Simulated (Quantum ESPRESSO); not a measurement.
# MnGaAs2 (GaAs8x111 Mn2 nn): which magnetic order is lowest, part 2 of 2

Does MnGaAs2 (GaAs8x111 Mn2 nn) prefer parallel or opposed moments?

Quantum ESPRESSO 7.5; PBE with U = 4 eV on Mn d (ortho-atomic projectors); plane waves with GBRV 1.5 PBE potentials, no spin-orbit coupling.

So far, absolute magnetization (μB): step 2 (run 1 (ferro ++)) 10.1.

## (3) Run 2 (antiferro +−)

pw.in reads:

```
&CONTROL
  calculation = 'scf'
  prefix = 'pwscf'
  outdir = './tmp'
  pseudo_dir = './pseudo'
  disk_io = 'nowf'
/
&SYSTEM
  ibrav = 0
  celldm(1) = 8
  nat = 8
  ntyp = 4
  ecutwfc = 40
  ecutrho = 280
  nbnd = 57
  occupations = 'smearing'
  smearing = 'fd'
  degauss = 0.00367493
  nspin = 2
  starting_magnetization(1) = 0.3
  starting_magnetization(2) = 0
  starting_magnetization(3) = -0.3
  starting_magnetization(4) = 0
/
&ELECTRONS
  conv_thr = 1.6d-08
  electron_maxstep = 150
  mixing_beta = 0.3
/
ATOMIC_SPECIES
Mn1    54.9380 mn_pbe_v1.5.uspp.F.UPF
As     74.9216 as_pbe_v1.uspp.F.UPF
Mn2    54.9380 mn_pbe_v1.5.uspp.F.UPF
Ga     69.7230 ga_pbe_v1.4.uspp.F.UPF
CELL_PARAMETERS alat
   1.3353277228137    0.0000000000000    0.0000000000000
   0.0000000000000    1.3353277228137    0.0000000000000
   0.0000000000000    0.0000000000000    1.3353277228137
ATOMIC_POSITIONS crystal
Mn1     0.0000000000    0.0000000000    0.0000000000
As      0.2500000000    0.2500000000    0.2500000000
Mn2     0.0000000000    0.5000000000    0.5000000000
As      0.2500000000    0.7500000000    0.7500000000
Ga      0.5000000000    0.0000000000    0.5000000000
As      0.7500000000    0.2500000000    0.7500000000
Ga      0.5000000000    0.5000000000    0.0000000000
As      0.7500000000    0.7500000000    0.2500000000
K_POINTS automatic
5 5 5 0 0 0
HUBBARD {ortho-atomic}
U Mn1-3d 4.0000
U Mn2-3d 4.0000
```

The run is started by

```sh
OMP_NUM_THREADS=1 mpirun -n 4 pw.x -nk 4 -in pw.in > pw.out
```

The program printed:

```text
[banner, memory and clock lines left out]
Program PWSCF v.7.5 starts

     Message from routine setup:
     using ibrav=0 with symmetry is DISCOURAGED, use correct ibrav instead

     bravais-lattice index     =            0
     lattice parameter (alat)  =       8.0000  a.u.
     unit-cell volume          =    1219.0838 (a.u.)^3
     number of atoms/cell      =            8
     number of atomic types    =            4
     number of electrons       =        88.00
     number of Kohn-Sham states=           57
     kinetic-energy cutoff     =      40.0000  Ry
     charge density cutoff     =     280.0000  Ry
     scf convergence threshold =      1.6E-08
     mixing beta               =       0.3000
     number of iterations used =            8  plain     mixing
     Exchange-correlation=  SLA  PW   PBX  PBC
                           (   1   4   3   4   0   0   0)
     Hubbard projectors: ortho-atomic
     Hubbard parameters of DFT+U (Dudarev formulation) in eV:
     U(Mn1-3d) =  4.0000
     U(Mn2-3d) =  4.0000

     Internal variables: lda_plus_u =T, lda_plus_u_kind = 0

     Internal variables: orbital_resolved =F, hub_pot_fix =F, apply_U = F

     celldm(1)=   8.000000  celldm(2)=   0.000000  celldm(3)=   0.000000
     celldm(4)=   0.000000  celldm(5)=   0.000000  celldm(6)=   0.000000

     crystal axes: (cart. coord. in units of alat)
               a(1) = (   1.335328   0.000000   0.000000 )
               a(2) = (   0.000000   1.335328   0.000000 )
               a(3) = (   0.000000   0.000000   1.335328 )

     reciprocal axes: (cart. coord. in units 2 pi/alat)
               b(1) = (  0.748880  0.000000  0.000000 )
               b(2) = (  0.000000  0.748880  0.000000 )
               b(3) = (  0.000000  0.000000  0.748880 )

     PseudoPot. # 1 for Mn read from file:
     mn_pbe_v1.5.uspp.F.UPF
     Pseudo is Ultrasoft + core correction, Zval = 15.0

     PseudoPot. # 2 for As read from file:
     as_pbe_v1.uspp.F.UPF
     Pseudo is Ultrasoft + core correction, Zval =  5.0

     PseudoPot. # 3 for Mn read from file:
     mn_pbe_v1.5.uspp.F.UPF
     Pseudo is Ultrasoft + core correction, Zval = 15.0

     PseudoPot. # 4 for Ga read from file:
     ga_pbe_v1.4.uspp.F.UPF
     Pseudo is Ultrasoft + core correction, Zval = 19.0

     atomic species   valence    mass     pseudopotential
     Mn1              15.00    54.93800     Mn( 1.00)
     As                5.00    74.92160     As( 1.00)
     Mn2              15.00    54.93800     Mn( 1.00)
     Ga               19.00    69.72300     Ga( 1.00)

     Starting magnetic structure
     atomic species   magnetization
     Mn1             0.300
     As              0.000
     Mn2            -0.300
     Ga              0.000

      8 Sym. Ops. (no inversion) found

   Cartesian axes

     site n.     atom                  positions (alat units)
         1        Mn1    tau(   1) = (   0.0000000   0.0000000   0.0000000  )
         2        As     tau(   2) = (   0.3338319   0.3338319   0.3338319  )
         3        Mn2    tau(   3) = (   0.0000000   0.6676639   0.6676639  )
         4        As     tau(   4) = (   0.3338319   1.0014958   1.0014958  )
         5        Ga     tau(   5) = (   0.6676639   0.0000000   0.6676639  )
         6        As     tau(   6) = (   1.0014958   0.3338319   1.0014958  )
         7        Ga     tau(   7) = (   0.6676639   0.6676639   0.0000000  )
         8        As     tau(   8) = (   1.0014958   1.0014958   0.3338319  )

     number of k points=    18  Fermi-Dirac smearing, width (Ry)=  0.0037
                       cart. coord. in units 2pi/alat
        k(    1) = (   0.0000000   0.0000000   0.0000000), wk =   0.0080000
        k(    2) = (   0.0000000   0.0000000   0.1497760), wk =   0.0320000
        k(    3) = (   0.0000000   0.0000000   0.2995519), wk =   0.0320000
        k(    4) = (   0.0000000   0.1497760   0.1497760), wk =   0.0320000
        k(    5) = (   0.0000000   0.1497760   0.2995519), wk =   0.0640000
        [... 13 further k-points ...]

     Dense  grid:    96561 G-vectors     FFT dimensions: (  60,  60,  60)

     Smooth grid:    41851 G-vectors     FFT dimensions: (  45,  45,  45)

     Check: negative core charge=   -0.000013
     Generating pointlists ...
     new r_m :   0.2385 (alat units)  1.9081 (a.u.) for type    1
     new r_m :   0.2385 (alat units)  1.9081 (a.u.) for type    2
     new r_m :   0.2385 (alat units)  1.9081 (a.u.) for type    3
     new r_m :   0.2385 (alat units)  1.9081 (a.u.) for type    4

     Initial potential from superposition of free atoms

     starting charge      84.9988, renormalised to      88.0000

     STARTING HUBBARD OCCUPATIONS:

     =================== HUBBARD OCCUPATIONS ===================
     ------------------------ ATOM    1 ------------------------
     Tr[ns(  1)] (up, down, total) =   5.00000  0.00000  5.00000
     Atomic magnetic moment for atom   1 =   5.00000
     [... lines left out ...]
     ------------------------ ATOM    3 ------------------------
     Tr[ns(  3)] (up, down, total) =   0.00000  5.00000  5.00000
     Atomic magnetic moment for atom   3 =  -5.00000
     [... lines left out ...]
     Number of occupied Hubbard levels =   10.0000

     Atomic wfc used for Hubbard projectors are orthogonalized

     Starting wfcs are   66 randomized atomic wfcs

     Self-consistent Calculation

     iteration #  1     ecut=    40.00 Ry     beta= 0.30
     Davidson diagonalization with overlap
     ethr =  1.00E-02,  avg # of iterations =  5.2

     =================== HUBBARD OCCUPATIONS ===================
     ------------------------ ATOM    1 ------------------------
     Tr[ns(  1)] (up, down, total) =   4.06777  0.18432  4.25209
     Atomic magnetic moment for atom   1 =   3.88344
     [... lines left out ...]
     ------------------------ ATOM    3 ------------------------
     Tr[ns(  3)] (up, down, total) =   0.18432  4.06804  4.25236
     Atomic magnetic moment for atom   3 =  -3.88372
     [... lines left out ...]
     Number of occupied Hubbard levels =    8.5044

     total energy              =   -1411.50821757 Ry
     estimated scf accuracy    <      10.70583412 Ry

     total magnetization       =     0.00 Bohr mag/cell
     absolute magnetization    =     8.22 Bohr mag/cell

     iteration #  2     ecut=    40.00 Ry     beta= 0.30
     Davidson diagonalization with overlap
     ethr =  1.00E-02,  avg # of iterations =  2.2

     total energy              =   -1413.87466268 Ry
     estimated scf accuracy    <       0.34882308 Ry

     total magnetization       =    -0.01 Bohr mag/cell
     absolute magnetization    =     9.41 Bohr mag/cell

     [... further iterations left out ...]

     iteration # 14     ecut=    40.00 Ry     beta= 0.30
     Davidson diagonalization with overlap
     ethr =  2.17E-11,  avg # of iterations =  3.9

     negative rho (up, down):  5.945E-04 5.945E-04

     total energy              =   -1413.97307884 Ry
     estimated scf accuracy    <       0.00000003 Ry

     total magnetization       =     0.00 Bohr mag/cell
     absolute magnetization    =     9.53 Bohr mag/cell

     iteration # 15     ecut=    40.00 Ry     beta= 0.30
     Davidson diagonalization with overlap
     ethr =  2.17E-11,  avg # of iterations =  2.0

     negative rho (up, down):  5.945E-04 5.945E-04

     Magnetic moment per site  (integrated on atomic sphere of radius R)
     atom   1 (R=0.239)  charge= 13.0227  magn=  4.0966
     atom   2 (R=0.239)  charge=  2.7429  magn= -0.0000
     atom   3 (R=0.239)  charge= 13.0227  magn= -4.0966
     atom   4 (R=0.239)  charge=  2.7429  magn= -0.0000
     atom   5 (R=0.239)  charge= 17.0409  magn= -0.0000
     atom   6 (R=0.239)  charge=  2.7429  magn= -0.0000
     atom   7 (R=0.239)  charge= 17.0409  magn= -0.0000
     atom   8 (R=0.239)  charge=  2.7429  magn= -0.0000

     End of self-consistent calculation

     =================== HUBBARD OCCUPATIONS ===================
     ------------------------ ATOM    1 ------------------------
     Tr[ns(  1)] (up, down, total) =   4.87272  0.42949  5.30221
     Atomic magnetic moment for atom   1 =   4.44323
     [... lines left out ...]
     ------------------------ ATOM    3 ------------------------
     Tr[ns(  3)] (up, down, total) =   0.42948  4.87272  5.30220
     Atomic magnetic moment for atom   3 =  -4.44324
     [... lines left out ...]
     Number of occupied Hubbard levels =   10.6044

     [... lines left out ...]
     the Fermi energy is     6.8753 ev

!    total energy              =   -1413.97307885 Ry
     estimated scf accuracy    <          1.9E-09 Ry
     smearing contrib. (-TS)   =      -0.00339073 Ry
     internal energy E=F+TS    =   -1413.96968812 Ry

     The total energy is F=E-TS. E is the sum of the following terms:
     one-electron contribution =   -1139.23431837 Ry
     hartree contribution      =     595.46118977 Ry
     xc contribution           =    -276.86018467 Ry
     ewald contribution        =    -593.48536052 Ry
     Hubbard energy            =       0.14898567 Ry

     total magnetization       =    -0.00 Bohr mag/cell
     absolute magnetization    =     9.53 Bohr mag/cell

     convergence has been achieved in  15 iterations
```

It took 3.1 min on 4 MPI ranks of Intel Xeon at 2.70GHz, shared host; peak memory 0.99 GiB.

Spin moment in the atom's sphere by atom:

```
atom  spin moment in the atom's sphere (μB)
 Mn1                                   4.10
 As2                                   0.00
 Mn3                                  -4.10
 As4                                   0.00
 Ga5                                   0.00
 As6                                   0.00
 Ga7                                   0.00
 As8                                   0.00
```

Read from the output:

| Property | Result |
| --- | --- |
| smearing term TS | 0.04613 eV |
| magnetization | 0 μB |
| absolute magnetization | 9.529 μB |
| final state | antiferromagnetic |

## (4) Energies of the orders

An order is kept where moments of 0.15 μB or more survive with the typed signs; meshes match where a doubled cell samples the same k points as the first cell.

Orders:

```
       start        final state  typed order kept  energy over the lowest (meV a seeded atom)  largest site moment (μB)  net moment (μB a cell of the first run)  mesh matched  CPU time (s)
    ferro ++      ferromagnetic               yes                                           0                     4.065                                        8           yes         653.4
antiferro +-  antiferromagnetic               yes                                       284.9                     4.097                                        0           yes         733.8
```

## (5) Occupations of the corrected shells in the lowest state

Occupations of the Hubbard shells:

```
block  type  shell  spin  electrons             occupation numbers
    1    Mn     3d    up      4.862  0.959 0.959 0.965 0.988 0.990
    1    Mn     3d  down      0.456  0.028 0.037 0.130 0.130 0.130
    3    Mn     3d    up      4.862  0.959 0.959 0.965 0.988 0.990
    3    Mn     3d  down      0.456  0.028 0.037 0.130 0.130 0.130
```

## (6) Summary of results

* lowest state found: ferromagnetic (from ferro ++)
* largest site moment: 4.07 μB
* next state with moments: antiferromagnetic, 285 meV a seeded atom higher

In words: Only these 2 starts were compared; other wavevectors, canted and longer-period orders were not.

[Logs and program files are shortened in this print: banners, set-up blocks, solver, clock and traceback lines can be left out without a mark of their own.]

[Logs are printed without paths, hosts, clocks, repeated set-up lines and the standing remarks that a program may print on its own settings, such as how far it seeks lower states.]

[Hosts, paths, dates, database ids (printed as entryN), source tags and the programs' standing remarks are cut or masked in the printed files.]

[Where a cell is said to come from a database of computed structures, the database is the Materials Project.]
